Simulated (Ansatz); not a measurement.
**1T-MnSeTe monolayer in a perpendicular field**

What dipole does a perpendicular field induce in the 1T-MnSeTe monolayer? A positive field points along +c.

Program: Ansatz 0.2.0. Level of theory: plane-wave DFT, LDA+U, Ansatz PAW (set soft_1); PAW set soft_1, in the first sound run; inputs show where later runs differ. Results are calculated unless marked as measured.

## (1) Starting point

The cell holds 3 atoms: 1 Te, 1 Mn and 1 Se. Cell: a = 3.637 Å, b = 3.637 Å, c = 36.820 Å, α = 90.0°, β = 90.0°, γ = 120.0°. Vacuum lies along c.

## (2) Relaxing the slab

The starting cell is a guess, so the in-plane lattice and the atoms are relaxed first, with the slab cut off from its images along the normal.

File input.yaml:

```yaml
crystal:
  lattice:
    - [3.6372765, 0.0, 0.0]
    - [-1.81863825, 3.1499738496, 0.0]
    - [0.0, 0.0, 36.8202573317]
  atoms:
    - { symbol: Te, position: [0.6666666667, 0.3333333333, 0.4603444198] }
    - { symbol: Mn, position: [0.0, 0.0, 0.5042872039], spin: 4.0 }
    - { symbol: Se, position: [0.3333333333, 0.6666666667, 0.5396555802] }
  periodic: [true, true, false]
magnetization:
  spin_polarized: true
kpoints:
  mp_grid: { grid: [12, 12, 1] }
hamiltonian:
  xc: lda
  hubbard: { sites: [{ species: Mn, l: d, u_eff: 2.0 }] }
  pseudopotentials: { kind: paw, azcp: { folder: soft_1 }, xc_functional: pbe }
scf:
  occupations: { method: fermi_dirac, width: 0.05 }
  convergence: { dr2_threshold: 1.0e-09 }
relax:
  f_tol: 0.004
  max_steps: 90
  cell: {}
output:
  write_potential: true
  write_density: true
  volumetric_format: npy
```

Command:

```bash
> ansatz run input.yaml --threads 4 --pin off --max-ram 6144MiB --backend cpu --events-out ev --progress --plain --runs-dir out
```

Numbers of over 12 decimals in the logs are rounded to 6 here.

The log of the run:

```text
Warning: relax.cell: scf.convergence.dr2_threshold = 1e-9 eV is looser than the 1.7971276551e-10 eV advised for a relaxation that steers and ends on the stress (1e-10 eV for each atom of the cell: 3, times the square of relax.cell.stress_2d_tol = 0.05 N/m over 12.9 Å (the atoms' height at the walk's start and 5 Å past either face), 3.870e-2 GPa, over a crystal's default 0.05). What an SCF threshold leaves in a stress goes as its square root, and in the free energy as the threshold itself, and one threshold admits the most on a small cell: [figures from the program's tests cut] Set scf.convergence.dr2_threshold to 1.7971276551e-10 eV or tighter. [rest of the remark cut]
Te: projections on atomic orbitals take those of the free atom [Kr] 4d10 5s2 5p4, of charge +0.00 (hamiltonian.pseudopotentials.projection_atoms); the dataset's partial waves leave at most 7.8e-6 of an orbital's norm unspanned inside its sphere
Mn: projections on atomic orbitals take those of the free atom [Ne] 3s2 3p6 3d5 4s2, of charge +0.00 (hamiltonian.pseudopotentials.projection_atoms); the dataset's partial waves leave at most 9.1e-7 of an orbital's norm unspanned inside its sphere
Se: projections on atomic orbitals take those of the free atom [Ar] 3d10 4s2 4p4, of charge +0.00 (hamiltonian.pseudopotentials.projection_atoms); the dataset's partial waves leave at most 2.3e-6 of an orbital's norm unspanned inside its sphere
Engine: ansatz 0.2.0, aarch64-unknown-linux-gnu
Pseudopotentials: kind: paw
Pseudopotential: Te, paw, valence charge 16, recommended cutoff 420 eV (normal), soft_1/Te.paw.azcp
Pseudopotential: Mn, paw, valence charge 15, recommended cutoff 420 eV (normal), soft_1/Mn.paw.azcp
Pseudopotential: Se, paw, valence charge 16, recommended cutoff 420 eV (normal), soft_1/Se.paw.azcp
Functional definition: SPW92
  exchange = slater_x
  correlation = pw_c
Crystal: 3 atoms, lattice volume = 421.862 Å³
Basis set: ecut = 420 eV, 8127 PW (Γ)
Bands: 31, of which v1, the nominal top of the filled ones, is band 24 counted from 1 (23 counted from 0)
Symmetry: 6 space group operations
Space group: P3m1 (ITA 156), of the structure as read, at distance tolerance 7.5e-5 Å
Magnetic group: BNS 156.49 (UNI 1279), of the structure as read, at distance tolerance 7.5e-5 Å
k-points: 19 of 144 (time reversal used)
Non-local potential: Te, projectors of the file, l = 0: 2, l = 1: 2, l = 2: 2, l = 3: 1
Non-local potential: Mn, projectors of the file, l = 0: 3, l = 1: 2, l = 2: 3, l = 3: 1
Non-local potential: Se, projectors of the file, l = 0: 2, l = 1: 2, l = 2: 3, l = 3: 1
PAW form: soft (Blöchl's): semilocal exchange-correlation on the pseudo side does not see the compensation charge
PAW frozen core: Te, regenerated for the run's functional, and the local potential with it (the file was generated under x = pbe(κ = 0.804, μ = 0.219515), c = pbe(β = 0.066725))
PAW frozen core: Mn, regenerated for the run's functional, and the local potential with it (the file was generated under x = pbe(κ = 0.804, μ = 0.219515), c = pbe(β = 0.066725))
PAW frozen core: Se, regenerated for the run's functional, and the local potential with it (the file was generated under x = pbe(κ = 0.804, μ = 0.219515), c = pbe(β = 0.066725))
PAW one-centre angular grid: Te, 590 points (default); XC on 64 Gauss nodes
PAW one-centre angular grid: Mn, 590 points (default); XC on 64 Gauss nodes
PAW one-centre angular grid: Se, 590 points (default); XC on 64 Gauss nodes
Initial density: superposition of atomic densities (neutral atoms: chi_scale 0, normalization atom)
Starting moments: Σ|m| = 4 μB on 1 of 3 sites
Initial wavefunctions: pseudopotential atomic-orbital guess
Functional: x = slater, c = lda
SCF iter   1: F=—  HF=-16051.173458 eV  |F-HF|=—  |Δ(HF+E_count)|=         —  Δρ=1.10e-2 (↑7.36e-3 ↓1.10e-2)  dr2=3.89e0  dr2_m=9.10e-2  M=3.155 μB ∫|m|=4.073 μB  β_m=0.30  ethr=3.10e-3  ⟨swp⟩=18.8  Hψ=9353  notcnv=0
preconditioner: auto → none  [metal: Δε(μ)=0.113 eV  Ē_g=9.241 eV  σ=0.050 eV  W_gap=0.41  n_scr=22 (ndim 8)  ℏωp=7.9 eV  f_vac=0.806  D(μ)=0.81/eV (n_scr^D=6)  sad-step TF]
SCF iter   2: F=—  HF=-16051.065500 eV  |F-HF|=—  |Δ(HF+E_count)|=   1.08e-1  Δρ=6.40e-3 (↑6.40e-3 ↓5.41e-3)  dr2=9.76e-1  dr2_m=6.35e-2  M=3.138 μB ∫|m|=4.152 μB  β_m=0.30  ethr=3.10e-3  ⟨swp⟩=3.5  Hψ=2222  notcnv=0  defer=34
preconditioner: auto → Resta (q_TF=auto, 1.893 Å⁻¹)  ε∞=1.7  [insulator: Δε(μ)=0.170 eV  Ē_g=9.204 eV  σ=0.050 eV  W_gap=0.64  n_scr=22 (ndim 8)  ℏωp=7.9 eV  f_vac=0.805  D(μ)=0.87/eV (n_scr^D=6)  ε∞_Penn≈1.7  vacuum switching on, ρ_ref=6.1e-3 e/Å³]
spin=Collinear: Resta preconditioning applied to the charge; magnetization (m = ρ↑ − ρ↓) channel mixes plain (no charge-response kernel on spin).
SCF iter   3: F=—  HF=-16051.026026 eV  |F-HF|=—  |Δ(HF+E_count)|=   3.95e-2  Δρ=4.93e-3 (↑3.62e-3 ↓4.93e-3)  dr2=8.71e-1  dr2_m=2.94e-2  M=3.110 μB ∫|m|=4.105 μB  β_m=0.30  ethr=2.08e-3  ⟨swp⟩=5.3  Hψ=2935  notcnv=0  defer=48
SCF iter   4: F=—  HF=-16051.003811 eV  |F-HF|=—  |Δ(HF+E_count)|=   2.22e-2  Δρ=2.96e-3 (↑2.52e-3 ↓2.96e-3)  dr2=3.43e-1  dr2_m=1.65e-2  M=3.123 μB ∫|m|=4.120 μB  β_m=0.30  ethr=1.85e-3  ⟨swp⟩=4.2  Hψ=2379  notcnv=0  defer=56
SCF iter   5: F=—  HF=-16050.985225 eV  |F-HF|=—  |Δ(HF+E_count)|=   1.86e-2  Δρ=1.69e-3 (↑1.69e-3 ↓1.69e-3)  dr2=9.42e-3  dr2_m=9.35e-3  M=3.114 μB ∫|m|=4.119 μB  β_m=0.30  ethr=7.31e-4  ⟨swp⟩=3.7  Hψ=2180  notcnv=0  defer=63
SCF iter   6: F=—  HF=-16050.993260 eV  |F-HF|=—  |Δ(HF+E_count)|=   8.04e-3  Δρ=1.37e-3 (↑1.12e-3 ↓1.37e-3)  dr2=1.99e-3  dr2_m=5.82e-3  M=3.112 μB ∫|m|=4.098 μB  β_m=0.30  ethr=2.00e-5  ⟨swp⟩=3.6  Hψ=2490  notcnv=0  defer=64
SCF iter   7: F=—  HF=-16050.999038 eV  |F-HF|=—  |Δ(HF+E_count)|=   5.78e-3  Δρ=1.07e-3 (↑1.07e-3 ↓9.42e-4)  dr2=5.02e-4  dr2_m=3.84e-3  M=3.111 μB ∫|m|=4.089 μB  β_m=0.30  ethr=4.23e-6  ⟨swp⟩=2.8  Hψ=1613  notcnv=0  defer=65
SCF iter   8: F=—  HF=-16051.002502 eV  |F-HF|=—  |Δ(HF+E_count)|=   3.46e-3  Δρ=8.37e-4 (↑8.27e-4 ↓8.37e-4)  dr2=1.81e-5  dr2_m=2.67e-3  M=3.110 μB ∫|m|=4.075 μB  β_m=0.30  ethr=1.07e-6  ⟨swp⟩=3.3  Hψ=2328  notcnv=0  defer=65
SCF iter   9: F=—  HF=-16051.004580 eV  |F-HF|=—  |Δ(HF+E_count)|=   2.08e-3  Δρ=7.09e-4 (↑6.88e-4 ↓7.09e-4)  dr2=9.39e-6  dr2_m=1.88e-3  M=3.109 μB ∫|m|=4.065 μB  β_m=0.30  ethr=3.86e-8  ⟨swp⟩=3.0  Hψ=2438  notcnv=0  defer=65
SCF iter  10: F=—  HF=-16051.005851 eV  |F-HF|=—  |Δ(HF+E_count)|=   1.27e-3  Δρ=5.95e-4 (↑5.89e-4 ↓5.95e-4)  dr2=2.51e-6  dr2_m=1.36e-3  M=3.108 μB ∫|m|=4.056 μB  β_m=0.30  ethr=2.00e-8  ⟨swp⟩=3.0  Hψ=2462  notcnv=0  defer=65
[...]
- { symbol: Se, position: [0.333333, 0.666667, 0.540910] }
--- Search for a lower minimum behind the relaxation: the rows below count on from the relaxation's ---
SCF iter   1: F=—  HF=-16051.090878 eV  |F-HF|=—  |Δ(HF+E_count)|=         —  Δρ=1.55e-2 (↑7.54e-3 ↓1.55e-2)  dr2=4.84e0  dr2_m=2.32e-1  M=3.168 μB ∫|m|=3.906 μB  β_m=0.30  ethr=3.10e-3  ⟨swp⟩=19.6  Hψ=9613  notcnv=0
preconditioner: auto → none  [metal: Δε(μ)=0.012 eV  Ē_g=9.321 eV  σ=0.050 eV  W_gap=0.06  n_scr=22 (ndim 8)  ℏωp=8.1 eV  f_vac=0.803  D(μ)=1.84/eV (n_scr^D=10)  sad-step TF]
[...]
SCF iter  12: F=—  HF=-16051.030838 eV  |F-HF|=—  |Δ(HF+E_count)|=   4.86e-4  Δρ=4.41e-4 (↑4.28e-4 ↓4.41e-4)  dr2=3.33e-6  dr2_m=6.94e-4  M=3.126 μB ∫|m|=3.957 μB  β_m=0.30  ethr=2.51e-9  ⟨swp⟩=3.9  Hψ=2578  notcnv=0  defer=78
SCF iter  13: F=—  HF=-16051.031162 eV  |F-HF|=—  |Δ(HF+E_count)|=   3.24e-4  Δρ=3.89e-4 (↑3.89e-4 ↓3.69e-4)  dr2=5.95e-6  dr2_m=5.27e-4  M=3.125 μB ∫|m|=3.952 μB  β_m=0.30  ethr=2.51e-9  ⟨swp⟩=4.0  Hψ=2611  notcnv=0  defer=78
SCF iter  14: F=—  HF=-16051.031377 eV  |F-HF|=—  |Δ(HF+E_count)|=   2.14e-4  Δρ=3.46e-4 (↑3.23e-4 ↓3.46e-4)  dr2=8.71e-6  dr2_m=4.11e-4  M=3.125 μB ∫|m|=3.946 μB  β_m=0.30  ethr=2.51e-9  ⟨swp⟩=3.4  Hψ=2457  notcnv=0  defer=78
SCF iter  15: F=—  HF=-16051.031521 eV  |F-HF|=—  |Δ(HF+E_count)|=   1.45e-4  Δρ=2.90e-4 (↑2.83e-4 ↓2.90e-4)  dr2=8.88e-7  dr2_m=3.02e-4  M=3.124 μB ∫|m|=3.942 μB  β_m=0.30  ethr=2.51e-9  ⟨swp⟩=3.2  Hψ=2413  notcnv=0  defer=78
Mixer restart at iter 15: flushing history
spin-set hold released at iteration 15 (site moments' squared step at or under half its running peak, from the soft ceiling on): the magnetisation degrees of freedom join the quasi-Newton model from the next iteration; the mixer history was flushed
SCF iter  16: F=—  HF=-16051.031620 eV  |F-HF|=—  |Δ(HF+E_count)|=   9.81e-5  Δρ=2.53e-4 (↑2.53e-4 ↓2.43e-4)  dr2=5.79e-7  dr2_m=2.26e-4  M=3.124 μB ∫|m|=3.939 μB  β_m=0.42  ethr=1.89e-9  ⟨swp⟩=3.0  Hψ=2382  notcnv=0  defer=78
SCF iter  17: F=—  HF=-16051.031866 eV  |F-HF|=—  |Δ(HF+E_count)|=   2.46e-4  Δρ=2.34e-4 (↑5.50e-5 ↓2.34e-4)  dr2=6.69e-4  dr2_m=3.23e-5  M=3.123 μB ∫|m|=3.926 μB  β_m=0.39  ethr=1.23e-9  ⟨swp⟩=4.8  Hψ=3417  notcnv=0  defer=78
SCF iter  18: F=—  HF=-16051.031836 eV  |F-HF|=—  |Δ(HF+E_count)|=   3.04e-5  Δρ=3.28e-5 (↑3.28e-5 ↓2.84e-5)  dr2=7.24e-5  dr2_m=2.33e-6  M=3.122 μB ∫|m|=3.920 μB  β_m=0.39  ethr=1.23e-9  ⟨swp⟩=5.4  Hψ=3484  notcnv=0  defer=78
SCF iter  19: F=—  HF=-16051.031840 eV  |F-HF|=—  |Δ(HF+E_count)|=   4.08e-6  Δρ=5.29e-5 (↑5.29e-5 ↓1.73e-5)  dr2=9.08e-5  dr2_m=1.60e-6  M=3.122 μB ∫|m|=3.921 μB  β_m=0.30  ethr=1.23e-9  ⟨swp⟩=4.2  Hψ=2732  notcnv=0  defer=78
SCF iter  20: F=—  HF=-16051.031834 eV  |F-HF|=—  |Δ(HF+E_count)|=   5.89e-6  Δρ=2.84e-5 (↑2.84e-5 ↓7.79e-6)  dr2=1.42e-5  dr2_m=7.86e-7  M=3.122 μB ∫|m|=3.920 μB  β_m=0.65  ethr=1.23e-9  ⟨swp⟩=3.3  Hψ=2419  notcnv=0  defer=78
SCF iter  21: F=—  HF=-16051.031834 eV  |F-HF|=—  |Δ(HF+E_count)|=   1.42e-7  Δρ=7.73e-6 (↑7.73e-6 ↓3.13e-6)  dr2=1.45e-6  dr2_m=6.38e-8  M=3.122 μB ∫|m|=3.920 μB  β_m=0.53  ethr=1.23e-9  ⟨swp⟩=3.3  Hψ=2237  notcnv=0  defer=78
SCF iter  22: F=—  HF=-16051.031834 eV  |F-HF|=—  |Δ(HF+E_count)|=   7.98e-8  Δρ=2.02e-6 (↑2.02e-6 ↓1.09e-6)  dr2=2.80e-8  dr2_m=7.10e-9  M=3.122 μB ∫|m|=3.920 μB  β_m=0.57  ethr=1.23e-9  ⟨swp⟩=2.8  Hψ=1641  notcnv=0  defer=78
SCF iter  23: F=—  HF=-16051.031834 eV  |F-HF|=—  |Δ(HF+E_count)|=   4.10e-9  Δρ=4.27e-7 (↑3.40e-7 ↓4.27e-7)  dr2=1.37e-9  dr2_m=4.10e-10  M=3.122 μB ∫|m|=3.920 μB  β_m=0.68  ethr=5.96e-11  ⟨swp⟩=3.2  Hψ=1962  notcnv=0  defer=78
iter 24 did not close the SCF: its close was put off for the exchange–correlation potential of the local minority spin (scf_convergence_deferred on its scf_iter line)
SCF iter  24: F=-16051.031834 eV  HF=-16051.031834 eV  |F-HF|=6.69e-10  |Δ(HF+E_count)|=  6.88e-10  Δρ=1.50e-7 (↑1.49e-7 ↓1.50e-7)  dr2=7.33e-10  dr2_m=3.19e-11  M=3.122 μB ∫|m|=3.920 μB  β_m=0.59  ethr=2.13e-12  ⟨swp⟩=4.0  Hψ=3012  notcnv=0
SCF iter  25: F=-16051.031834 eV  HF=-16051.031834 eV  |F-HF|=1.27e-11  |Δ(HF+E_count)|=   3.82e-8  Δρ=5.28e-8 (↑3.08e-8 ↓5.28e-8)  dr2=3.30e-11  dr2_m=1.78e-12  M=3.122 μB ∫|m|=3.920 μB  ethr=1.56e-12  ⟨swp⟩=1.7  Hψ=3194  notcnv=0
SCF 1 converged in 25 iterations: F = -16051.031834 eV  dr2 = 3.30e-11
a single-point calculation of the run's input, under the relaxation's own `scf.mixing.negative_modes` where the relaxation goes by `scf.lower_state_search: light` itself or types `scf.max_iter`, was made at the relaxed geometry, from the atoms, in 25 SCF iterations in all. It converged -0.0 meV from the relaxation's final energy, with moments (-0.15, 3.26, -0.10 Bohr magnetons, atom by atom), which does not count as lower, and the relaxation's result stands. No further magnetic order was relaxed to its end, and one can end lower (see `relax.adjacent_minimum`).
SCF converged after 8 iterations
Magnetization: 3.1219 μB (25.0610 up, 21.9390 down)
Absolute magnetization: 3.9189 μB (∫|ρ↑−ρ↓|, with the PAW one-centre terms)
Spin contamination: 0.3193 ħ² per cell (⟨S²⟩ above its minimum at these occupations)
Per-site moments (μB) at R_I (Å): [(-0.149083, 1.096420), (3.262274, 1.008136), (-0.104020, 1.008136)]
Free energy (F): -16051.031834 eV
Harris-Foulkes:  -16051.031834 eV  (|F-HF|=1.64e-11)
Internal energy: -16051.021585 eV  (E = F + TS)
E sigma→0 (E₀):  -16051.026709 eV
Entropy (-TS):   -0.010249 eV (-3.416 meV/atom)
Fermi energy:    -5.094433 eV
--- Per-component energies (eV) ---
  E_band       = -1629.526012
  E_kinetic    = 602.215693
  E_local      = -146997.436094  (includes V_loc(G=0)·N_el)
  E_nonlocal   = 186.014806
  E_hartree    = 72929.440926
  E_xc         = -314.598540
  E_vxc        = -331.716506  (∫ρ·V_xc dr)
  E_hubbard    = 1.111754  (on-site DFT+U / exact-exchange correction)
  E_vhub       = -3.377605  (the Hubbard potential's part of the band-sum identity)
  E_paw        = -7835.586400  (= ΣΔE_a)
  E_vpaw       = -944.107218  (= ΣTr[D̂ρ^β])
  E_aug_tail   = -0.000218  (compensation charges beyond the density's cutoff)
  E_ewald      = 65374.536532
  E_core_change = 3.279956  (= ΣΔE_core)
  E_smearing   = -0.010249  (= −TS)
  E_closure    = 0.000000  (closes the sum)
  Σ components = -16051.031834   (vs F -16051.031834, Δ=0.00e0)
--- Forces (eV/Å), atoms counted from 1 ---
  atom   1  Te     0.00000000     0.00000000    -0.00083744
  atom   2  Mn     0.00000000     0.00000000     0.00030615
  atom   3  Se     0.00000000     0.00000000     0.00120066
  max |Σ_I F_I| component: 6.69e-4 eV/Å
--- 2D stress c σ (N/m, compression-positive) ---
       -0.009293       0.000000       0.000000
       -0.000000      -0.009293      -0.000000
        0.000000      -0.000000      -0.000000
  P = ½ c Tr σ = -0.0093 N/m
--- Band table (eV; the first three rows and the last of 38) ---
  k-point 0 ↑: bands = [... 20 lower, -8.7222, -8.1382, -6.4336, -4.4276, -4.4276, -2.8682, -2.8682, -1.2044, ... 3 higher]
  k-point 1 ↑: bands = [... 20 lower, -8.7543, -8.1128, -6.3490, -4.9038, -4.5497, -3.5023, -2.9908, -1.0369, ... 3 higher]
  k-point 2 ↑: bands = [... 20 lower, -8.8316, -8.1167, -6.2886, -5.7478, -4.9019, -4.6165, -3.2375, -0.6703, ... 3 higher]
  k-point 18 ↓: bands = [... 20 lower, -7.3277, -7.2945, -3.7985, -3.6845, -3.6157, -3.1658, -2.6342, -0.0739, ... 3 higher]
  the weakly bound empty levels are not read free of the cell's end (hubbard_term)
--- Relaxed structure (6 steps of the walk, 6 accepted, 1 SCFs on fresh bases) ---
  F+E_penalty+E_count = -16051.03183353 eV   max|allowed force component| = 1.061e-3 eV/Å   (the final SCF, on the basis selected at the relaxed cell)
  cell:  # Å, volume = 401.2860 Å³
    - [3.547466135257, 0, 0]
    - [-1.773733, 3.072196, 0]
    - [0, 0, 36.8202573317]
  atoms:
    - { symbol: Te, position: [0.666667, 0.333333, 0.458683] }
    - { symbol: Mn, position: [0, 1.7601654505592932e-19, 0.504694] }
    - { symbol: Se, position: [0.333333, 0.666667, 0.540910] }
```

Wall time 2.6 min (4 threads of Arm Neoverse V1, shared host); peak memory 1.1 GiB; 9.9 min of CPU time.

Step by step:

```
step  energy less that of the first step (eV)  largest force component (eV/Å)  volume (Å³)
   1                                   0.0000                          0.2354       421.86
   2                                  -0.0166                          0.0501       413.10
   3                                  -0.0252                          0.0722       400.28
   4                                  -0.0254                          0.0134       401.35
   5                                  -0.0254                          0.0060       401.40
   6                                  -0.0254                          0.0002       401.29
  7*                                  -0.0237                          0.0011       401.29
  7*                                  -0.0237                          0.0011       401.29
```

Relaxation steps marked * repeat the geometry before them on a plane-wave basis chosen anew for their cell, so energy and pressure can jump there.

The run keeps the 6 symmetry operations that it works with, so distortions that break them were not tested.

```
cell as run  before  after  change
      a (Å)   3.637  3.547  -2.5 %
      b (Å)   3.637  3.547  -2.5 %
```

The atoms that moved most (Å, along periodic axes as changes of fractional coordinates times the final cell, across vacuum about the mean position):

```
atom     dx     dy      dz  length
 Te1  0.000  0.000  -0.061   0.061
 Se3  0.000  0.000   0.046   0.046
 Mn2  0.000  0.000   0.015   0.015
```

The relaxed structure:

```xyz
3
Lattice="3.5475 0.0000 0.0000 -1.7737 3.0722 0.0000 0.0000 0.0000 36.8203" Properties=species:S:1:pos:R:3
Te    1.7737    1.0241   16.8888
Mn    0.0000    0.0000   18.5830
Se    0.0000    2.0481   19.9164
```

This step gave:

```yaml
energy_at_zero_smearing: -16051.0267 eV
total_moment: 3.122 μB
site_moments: -0.1491, 3.262, -0.1040 μB
```

Site moment by atom:

```
atom  site moment (μB)
 Te1             -0.15
 Mn2              3.26
 Se3             -0.10
```

The lattice constant a goes from 3.637 to 3.547 Å.

(Part 1 of 3 ends here.)

[Logs are printed without paths, hosts, clocks, repeated set-up lines and the standing remarks that a program may print on its own settings, such as how far it seeks lower states.]

[Hosts, paths, dates, database ids (printed as entryN), source tags and the programs' standing remarks are cut or masked in the printed files.]

[Maps of the electrostatic potential energy from Ansatz leave out the sawtooth potential of an applied field or a dipole correction, so their vacuum need not be flat; planar profiles and work functions include it.]
